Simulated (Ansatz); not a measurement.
# Knight shifts in Nb

Wanted: spin susceptibility and spin part of the Knight shift of Nb, from the response to a Zeeman field.

Method: DFT, PBE, plane-wave PAW, default files (PAW set soft_2), collinear spin, scalar-relativistic, in Ansatz 0.2.0.

The database entry behind the starting cell differs from later determinations by our own check (about 0.8 % long, hydrogen-cycled sample), so it need not match the best structure at ambient conditions.

### 1. The structure

It takes space group Im-3m (No. 229, cubic). The conventional cell has a = 3.328 Å, b = 3.328 Å, c = 3.328 Å, α = 90.00°, β = 90.00°, γ = 90.00°. Nb has 8 Nb at 2.88 Å nearest.

The cell is an entry of the Crystallography Open Database; it need not be the form that is stable at ambient conditions.

### 2. The crystal in a Zeeman field

A field acting on the spins alone polarises the electrons at the Fermi level, and through exchange the cores. The spin density that this leaves at a nucleus gives the contact field (2μ₀/3) μB ρ_s, and its ratio to B is the isotropic contact shift K; the spin-dipolar anisotropy is not included. The field, 400 T, is far above laboratory fields so that the moment stands clear of numerical noise; it splits the spins by 46 meV, against a smearing of 70 meV. The net moment comes from states near the Fermi level, so the mesh must be dense.

The input, input.yaml:

```yaml
crystal:
  lattice:
    - [-1.66395, 1.66395, 1.66395]
    - [1.66395, -1.66395, 1.66395]
    - [1.66395, 1.66395, -1.66395]
  atoms:
    - { symbol: Nb, position: [0.0, 0.0, 0.0] }
kpoints:
  mp_grid: { grid: [27, 27, 27] }
scf:
  lower_state_search: "off"
  occupations: { method: fermi_dirac, width: 0.07 }
  convergence: { dr2_threshold: 1.0e-10 }
hamiltonian:
  xc: pbe
output:
  efg: { contact_densities: true, quadrupole_moments_barn: { Nb: -0.32 } }
  forces: true
  dos: { de: 0.02 }
  write_density: true
  write_potential: true
  elf: true
  volumetric_format: npy
magnetization:
  spin_polarized: true
  magnetic_field: 400
```

Started as:

```
ansatz run input.yaml --threads 2 --pin off --max-ram 4096MiB --backend cpu --events-out ev --progress --plain --runs-dir out
```

Numbers of over 12 decimals in the logs are rounded to 6 here.

The program printed:

```text
[a pick of lines, long numbers rounded; other set-up, energy and force rows are left out]
Functional definition: PBE
Basis set: ecut = 420 eV, 369 PW (Γ), exchange–correlation on 40×40×40 points (8 copies of the dense FFT grid, shifted against one another)
Symmetry: 48 space group operations
k-points: 560 of 19683
SCF iter   1: F=—  HF=-4552.759924 eV  |F-HF|=—  |Δ(HF+E_count)|=         —  Δρ=3.92e-2 (↑3.85e-2 ↓3.92e-2)  dr2=1.28e0  dr2_m=1.71e-4  M=0.033 μB ∫|m|=0.033 μB  β_m=1.00  ethr=3.10e-3  ⟨swp⟩=5.1  Hψ=74879  notcnv=0
preconditioner: auto → none  [metal: Δε(μ)=0.003 eV  Ē_g=9.178 eV  σ=0.070 eV  W_gap=0.01  n_scr=0 (ndim 8)  ℏωp=19.3 eV  f_vac=0.000  D(μ)=1.42/eV (n_scr^D=12)]
SCF iter   2: F=—  HF=-4551.392728 eV  |F-HF|=—  |Δ(HF+E_count)|=    1.37e0  Δρ=5.42e-2 (↑4.36e-2 ↓5.42e-2)  dr2=2.42e-1  dr2_m=3.46e-1  M=1.467 μB ∫|m|=1.467 μB  ethr=3.10e-3  ⟨swp⟩=2.9  Hψ=33036  notcnv=0  defer=982
SCF iter   3: F=—  HF=-4552.196573 eV  |F-HF|=—  |Δ(HF+E_count)|=         —  Δρ=3.99e-2 (↑3.99e-2 ↓2.67e-2)  dr2=2.96e-1  dr2_m=1.22e-1  M=0.650 μB ∫|m|=0.650 μB  β_m=0.30  ethr=1.86e-3  ⟨swp⟩=2.0  Hψ=17214  notcnv=0  defer=982
SCF iter   4: F=—  HF=-4552.192329 eV  |F-HF|=—  |Δ(HF+E_count)|=   4.24e-3  Δρ=2.70e-2 (↑2.70e-2 ↓2.15e-2)  dr2=8.44e-2  dr2_m=7.30e-2  M=0.574 μB ∫|m|=0.574 μB  β_m=0.30  ethr=1.86e-3  ⟨swp⟩=2.7  Hψ=20421  notcnv=0  defer=982
SCF iter   5: F=—  HF=-4552.216261 eV  |F-HF|=—  |Δ(HF+E_count)|=   2.39e-2  Δρ=1.79e-2 (↑1.64e-2 ↓1.79e-2)  dr2=6.74e-3  dr2_m=4.53e-2  M=0.503 μB ∫|m|=0.503 μB  β_m=0.30  ethr=6.49e-4  ⟨swp⟩=2.5  Hψ=22311  notcnv=0  defer=978
SCF iter   6: F=—  HF=-4552.241273 eV  |F-HF|=—  |Δ(HF+E_count)|=   2.50e-2  Δρ=1.32e-2 (↑1.32e-2 ↓1.30e-2)  dr2=1.20e-4  dr2_m=2.91e-2  M=0.446 μB ∫|m|=0.446 μB  β_m=0.30  ethr=5.19e-5  ⟨swp⟩=2.3  Hψ=21644  notcnv=0  defer=943
SCF iter   7: F=—  HF=-4552.257148 eV  |F-HF|=—  |Δ(HF+E_count)|=   1.59e-2  Δρ=1.07e-2 (↑1.06e-2 ↓1.07e-2)  dr2=1.58e-5  dr2_m=1.92e-2  M=0.397 μB ∫|m|=0.397 μB  β_m=0.30  ethr=9.26e-7  ⟨swp⟩=2.1  Hψ=19764  notcnv=0  defer=943
SCF iter   8: F=—  HF=-4552.267918 eV  |F-HF|=—  |Δ(HF+E_count)|=   1.08e-2  Δρ=8.78e-3 (↑8.77e-3 ↓8.78e-3)  dr2=5.44e-7  dr2_m=1.30e-2  M=0.354 μB ∫|m|=0.354 μB  β_m=0.30  ethr=1.22e-7  ⟨swp⟩=2.0  Hψ=20135  notcnv=0  defer=943
SCF iter   9: F=—  HF=-4552.275344 eV  |F-HF|=—  |Δ(HF+E_count)|=   7.43e-3  Δρ=7.32e-3 (↑7.32e-3 ↓7.29e-3)  dr2=9.01e-7  dr2_m=9.01e-3  M=0.316 μB ∫|m|=0.316 μB  β_m=0.30  ethr=4.19e-9  ⟨swp⟩=3.2  Hψ=28242  notcnv=0  defer=938
SCF iter  10: F=—  HF=-4552.280582 eV  |F-HF|=—  |Δ(HF+E_count)|=   5.24e-3  Δρ=6.15e-3 (↑6.15e-3 ↓6.11e-3)  dr2=1.31e-6  dr2_m=6.34e-3  M=0.284 μB ∫|m|=0.284 μB  β_m=0.42  ethr=4.19e-9  ⟨swp⟩=3.2  Hψ=26681  notcnv=0  defer=938
[...]
SCF iter  14: F=—  HF=-4552.294455 eV  |F-HF|=—  |Δ(HF+E_count)|=   9.45e-7  Δρ=2.21e-5 (↑1.93e-5 ↓2.21e-5)  dr2=4.43e-8  dr2_m=6.35e-8  M=0.076 μB ∫|m|=0.076 μB  β_m=0.76  ethr=7.24e-10  ⟨swp⟩=2.0  Hψ=19982  notcnv=0  defer=936
SCF iter  15: F=—  HF=-4552.294455 eV  |F-HF|=—  |Δ(HF+E_count)|=   1.58e-7  Δρ=4.03e-6 (↑4.03e-6 ↓3.89e-6)  dr2=1.18e-10  dr2_m=2.58e-9  M=0.077 μB ∫|m|=0.077 μB  β_m=0.88  ethr=3.41e-10  ⟨swp⟩=2.0  Hψ=18794  notcnv=0  defer=936
SCF iter  16: F=-4552.294455 eV  HF=-4552.294455 eV  |F-HF|=3.91e-11  |Δ(HF+E_count)|=   1.06e-8  Δρ=5.69e-7 (↑4.57e-7 ↓5.69e-7)  dr2=5.97e-12  dr2_m=4.36e-11  M=0.077 μB ∫|m|=0.077 μB  β_m=0.94  ethr=1.00e-12  ⟨swp⟩=9.7  Hψ=63763  notcnv=0
SCF iter  17: F=—  HF=-4552.293982 eV  |F-HF|=—  |Δ(HF+E_count)|=         —  Δρ=1.15e-3 (↑1.14e-3 ↓1.15e-3)  dr2=2.17e-8  dr2_m=2.21e-4  M=0.036 μB ∫|m|=0.036 μB  β_m=0.94  ethr=1.00e-12  ⟨swp⟩=8.3  Hψ=95304  notcnv=0
SCF iter  18: F=—  HF=-4552.294301 eV  |F-HF|=—  |Δ(HF+E_count)|=   3.19e-4  Δρ=6.19e-4 (↑6.19e-4 ↓6.15e-4)  dr2=1.38e-8  dr2_m=6.43e-5  M=0.054 μB ∫|m|=0.054 μB  β_m=0.97  ethr=1.00e-12  ⟨swp⟩=4.0  Hψ=45305  notcnv=0
SCF iter  19: F=—  HF=-4552.294451 eV  |F-HF|=—  |Δ(HF+E_count)|=   1.50e-4  Δρ=8.80e-5 (↑8.12e-5 ↓8.80e-5)  dr2=8.17e-8  dr2_m=1.19e-6  M=0.074 μB ∫|m|=0.074 μB  β_m=0.99  ethr=1.00e-12  ⟨swp⟩=4.9  Hψ=37050  notcnv=0
SCF iter  20: F=—  HF=-4552.294455 eV  |F-HF|=—  |Δ(HF+E_count)|=   3.41e-6  Δρ=1.75e-5 (↑1.75e-5 ↓1.25e-5)  dr2=1.45e-7  dr2_m=8.75e-9  M=0.077 μB ∫|m|=0.077 μB  β_m=0.80  ethr=1.00e-12  ⟨swp⟩=4.2  Hψ=32422  notcnv=0
SCF iter  21: F=—  HF=-4552.294455 eV  |F-HF|=—  |Δ(HF+E_count)|=   4.25e-8  Δρ=4.27e-6 (↑3.49e-6 ↓4.27e-6)  dr2=3.57e-10  dr2_m=2.49e-9  M=0.077 μB ∫|m|=0.077 μB  β_m=0.90  ethr=1.00e-12  ⟨swp⟩=3.0  Hψ=27746  notcnv=0
SCF iter  22: F=—  HF=-4552.294455 eV  |F-HF|=—  |Δ(HF+E_count)|=   8.16e-9  Δρ=9.13e-7 (↑8.87e-7 ↓9.13e-7)  dr2=9.80e-13  dr2_m=1.37e-10  M=0.077 μB ∫|m|=0.077 μB  β_m=0.95  ethr=1.00e-12  ⟨swp⟩=5.1  Hψ=67840  notcnv=0
SCF iter  23: F=-4552.294455 eV  HF=-4552.294455 eV  |F-HF|=1.82e-12  |Δ(HF+E_count)|=  5.64e-10  Δρ=8.01e-8 (↑8.01e-8 ↓7.97e-8)  dr2=7.55e-15  dr2_m=1.08e-12  M=0.077 μB ∫|m|=0.077 μB  ethr=1.00e-12  ⟨swp⟩=5.1  Hψ=43296  notcnv=0
SCF converged after 23 iterations
Magnetization: 0.0768 μB (6.5384 up, 6.4616 down)
Absolute magnetization: 0.0768 μB (∫|ρ↑−ρ↓|, with the PAW one-centre terms)
Per-site moments (μB) at R_I (Å): [(0.051271, 1.188844)]
Free energy (F): -4552.294455 eV
Fermi energy:    17.320501 eV
--- Forces (eV/Å), atoms counted from 1 ---
--- PAW observables at the nuclei: V_zz in 10²¹ V/m², potentials from the cell's mean, atoms counted from 1 ---
  atom   1  Nb V_zz =    +0.000000   η = 0.0000   by run symmetry: forbidden   C_q = -0.0000 MHz
            electrostatic potential = -6144.418964 V   contact ρ = 540925.184372 e/Å³   contact ρ_s (e/Å³): all electrons +0.107086, valence +0.132341
--- Band table (eV; the first three rows and the last of 1120) ---
  k-point 0 ↑: bands = ["-37.0931", "-12.4536", "-12.4536", "-12.4536", "11.3932", "17.6306", "17.6306", "17.6306", "20.4787", "20.4787", "31.3336", "31.3336"]
  k-point 1 ↑: bands = ["-37.0901", "-12.4720", "-12.4592", "-12.4538", "11.4489", "17.5962", "17.6235", "17.6835", "20.4233", "20.4787", "31.3799", "31.4291"]
  k-point 2 ↑: bands = ["-37.0813", "-12.5260", "-12.4757", "-12.4542", "11.6128", "17.4967", "17.5971", "17.8411", "20.2795", "20.4799", "31.5084", "31.7114"]
  k-point 559 ↓: bands = ["-36.6335", "-13.2410", "-13.2376", "-13.2376", "13.7756", "13.7845", "22.6937", "22.6937", "22.7828", "26.1645", "26.3870", "26.3870"]
```

It took 36 s on 2 threads of Arm Neoverse N1, shared host; peak memory 0.51 GiB.

The moment is 0.0768 μB a cell, a spin susceptibility of 107 × 10⁻⁶ emu per mole of atoms. With 7.769 T for 1 e/Å³:

| site | nucleus | contact shift (ppm) | from valence states | rest (mostly cores) |
| --- | --- | --- | --- | --- |
| Nb | 93Nb | 2080 | 2570 | -491 |

The split depends on the files: semicore shells that they treat as valence count in the first part.

Spin density in the ac plane of the conventional cell at fractional y = 0.000, with atoms of Nb within 0.2 Å of it.

Ten even steps from '0' (0.16 × 1e-2 e/Å³) to '9' (1.09 × 1e-2 e/Å³), each cell a mean:
```
99720000000389
79841000012598
24532100012453
01221100111220
00111100011110
00000000001000
00000000000000
00000000000000
00011000011100
00121100011210
13432100012342
57741000012587
89730000001499
98510000000279
```
Columns run along a (3.3 Å), rows up along c (3.3 Å), edges of the conventional cell, whose origin can differ from the input's. Atoms in or near the plane, at fractional coordinates: Nb at (0.00, 0.00).

### 3. Is the response linear?

The shift is a ratio that holds only while the moment grows in step with the field, so the field is doubled.

Edit input.yaml of step 2 so:

```diff
@@ -18,9 +18,4 @@
   forces: true
-  dos: { de: 0.02 }
-  write_density: true
-  write_potential: true
-  elf: true
-  volumetric_format: npy
 magnetization:
   spin_polarized: true
-  magnetic_field: 400
+  magnetic_field: 800
```

The program printed:

```text
[a pick of lines, long numbers rounded; other set-up, energy and force rows are left out]
[...]
Basis set: ecut = 420 eV, 369 PW (Γ), exchange–correlation on 40×40×40 points (8 copies of the dense FFT grid, shifted against one another)
[... 1 set-up line as in the run before ...]
k-points: 560 of 19683
[...]
SCF converged after 16 iterations
Magnetization: 0.1508 μB (6.5754 up, 6.4246 down)
Absolute magnetization: 0.1508 μB (∫|ρ↑−ρ↓|, with the PAW one-centre terms)
Per-site moments (μB) at R_I (Å): [(0.100676, 1.188844)]
Free energy (F): -4552.297097 eV
Fermi energy:    17.326016 eV
--- Forces (eV/Å), atoms counted from 1 ---
[...]
atom   1  Nb V_zz =    +0.000000   η = 0.0000   by run symmetry: forbidden   C_q = -0.0000 MHz
[...]
```

The job ended after 19 s (2 threads; peak memory 0.5 GiB).

The moment goes from 0.0768 to 0.151 μB, a factor of 1.96, and the shift of Nb from 2080 to 2070 ppm. The response is linear on all sites, to 3 % of the larger of shift and valence part or 3 ppm; the largest move is -14 ppm, on Nb.

### 4. How settled the numbers are

Each row names what differs in the settings from the first run, the PAW files staying the same unless named (PBE, default files (PAW set soft_2), mesh 27×27×27, fermi dirac smearing of 0.07 eV, cutoff 420 eV, 400 T). Shifts in ppm; times on 2 threads of Arm Neoverse N1, shared host.

| run | time | χ_s (10⁻⁶ emu/mol) | Nb |
| --- | --- | --- | --- |
| first run | 36 s | 107 | 2080 |
| fermi dirac 0.1 eV | 30 s | 102 | 2050 |
| volume × 1.040 | 20 s | 119 | 1870 |
| r2SCAN, cutoff 500 eV | 60 s | 143 | 3230 |
| 1000 T | 19 s | 104 | 2050 |
| fermi dirac 0.2 eV | 25 s | 80.2 | 1700 |

### 5. Results

```json
{
 "93Nb contact shift": "2080 ppm",
 "spin susceptibility": "107 × 10⁻⁶ emu per mole of atoms"
}
```

In words: The spin part of the Knight shift is 2080 ppm on Nb in the first run. Widening the smearing to 0.2 eV changes the shift of Nb by -18 %. No row of the table has a finer mesh on this cell, so the value may still hold a sampling error. Another functional changes the shift of Nb by +55 % (r2SCAN, with its higher cutoff). Over the rows of this table on the first cell the shift spans 1700 to 3230 ppm on Nb. 1 further run of this session (failed, refused or on trial settings) is not shown. The orbital shift is left out; on d- and f-block metals such as Nb it can be large.

[Logs are printed without paths, hosts, clocks, repeated set-up lines and the standing remarks that a program may print on its own settings, such as how far it seeks lower states.]

[Hosts, paths, dates, database ids (printed as entryN), source tags and the programs' standing remarks are cut or masked in the printed files.]
